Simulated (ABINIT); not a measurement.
# Calculated records

### BaZrSe3 (P1): one start, several treatments of the self-energy

The structure is triclinic, space group P1 (No. 1). Conventional cell: a = 5.287 Å, b = 5.296 Å, c = 5.309 Å, α = 89.89°, β = 89.91°, γ = 89.96°. Ba has 12 Se at 3.63 to 3.88 Å nearest. Zr has 6 Se at 2.57 to 2.75 Å nearest. Se has 2 Zr at 2.61 to 2.70 Å and 4 Ba at 3.69 to 3.80 Å nearest. Nearest to Se lie 2 Zr at 2.62 to 2.69 Å and 4 Ba at 3.63 to 3.88 Å. Nearest to Se lie 2 Zr at 2.57 to 2.75 Å and 4 Ba at 3.71 to 3.77 Å. Farther neighbours, and contacts between anions beyond the nearest, are not listed.

```
Ba Zr Se
1.0
     5.28738    0.00000    0.00000
     0.00358    5.29639    0.00000
     0.00795    0.01005    5.30946
Ba Zr Se
1 1 3
Direct
  0.99864 0.99848 0.99867
  0.47658 0.49007 0.47673
  0.48832 0.99851 0.50269
  0.98384 0.51164 0.51854
  0.49261 0.50131 0.99337
```

```
method                                   : RPA screening on PBEsol, plane waves, norm-conserving pseudopotentials (and 3 further levels or steps)
program                                  : ABINIT 10.8.3
settings                                 : cutoff 39 Ha, PseudoDojo scalar-relativistic 0.4.1 standard, norm-conserving, potential set dojo-sr-pbesol-0.4.1-standard, ngkpt (2, 2, 2), nband 191, ecuteps 4.5 Ha, inclvkb 2, shiftk (0, 0, 0), symchi 1, awtr 1, frequency ppm, 2×2×2 k-mesh
cost                                     : 7 runs, 10 min in all on 4 MPI ranks of Intel Xeon 6975P-C (Granite Rapids), shared host
notes                                    : The cell and positions are those that the Materials Project relaxed with its own functionals (PBE, PBE+U or r2SCAN), kept fixed. Limits: no spin-orbit coupling. The 2×2×2 mesh is coarse for this cell, which bears on the long-range parts of exchange and screening. The norm-conserving file of at least one element keeps a d shell over frozen s and p shells of the same row. Exchange with those shells is missing from the self-energy, an error of 0.3 to 0.9 eV in cases checked, whose sign depends on which edge lies on those atoms.
G0W0, Godby-Needs plasmon pole           : 1.567 eV
G0W0, Hybertsen-Louie plasmon pole       : 1.740 eV
G0W0, von der Linden-Horsch plasmon pole : 1.611 eV
G0W0, Engel-Farid plasmon pole           : 1.541 eV
one-shot Hartree-Fock                    : 7.981 eV
known limits                             : short of the basis limit; exchange with frozen shells missing; no spin-orbit coupling; coarse k mesh
```

G0W0, Hybertsen-Louie plasmon pole: +0.173 eV against G0W0, Godby-Needs plasmon pole. G0W0, von der Linden-Horsch plasmon pole: +0.044 eV against G0W0, Godby-Needs plasmon pole.

[Long decimals in the printed logs are rounded to 6 places.]

[Logs are printed without paths, hosts, clocks, repeated set-up lines and the standing remarks that a program may print on its own settings, such as how far it seeks lower states.]

[Paths, hosts, dates, memory and timing lines, banners, echoed tables and standing remarks are left out of the program output; an Ansatz launch command may be rebuilt from the run's recorded settings. Measured values are a selection of at most five: reports struck by readers or far from the other reports are left out. None is set beside runs whose start may be inverted or whose files or cutoffs have a known fault.]

[Runs of the session that timed out or met a known fault of the program may be left out.]

[Hosts, paths, dates, database ids (printed as entryN), source tags and the programs' standing remarks are cut or masked in the printed files.]

[G0W0 gaps are taken among the corrected bands and points alone; a level outside them can change the order at an edge.]

[Where Ansatz stands beside ABINIT at settings called matched, ABINIT's density can come from a denser mesh and the files from another edition; pairs whose starting gaps differed by over 0.03 eV were left out, so agreement reads better than it is.]
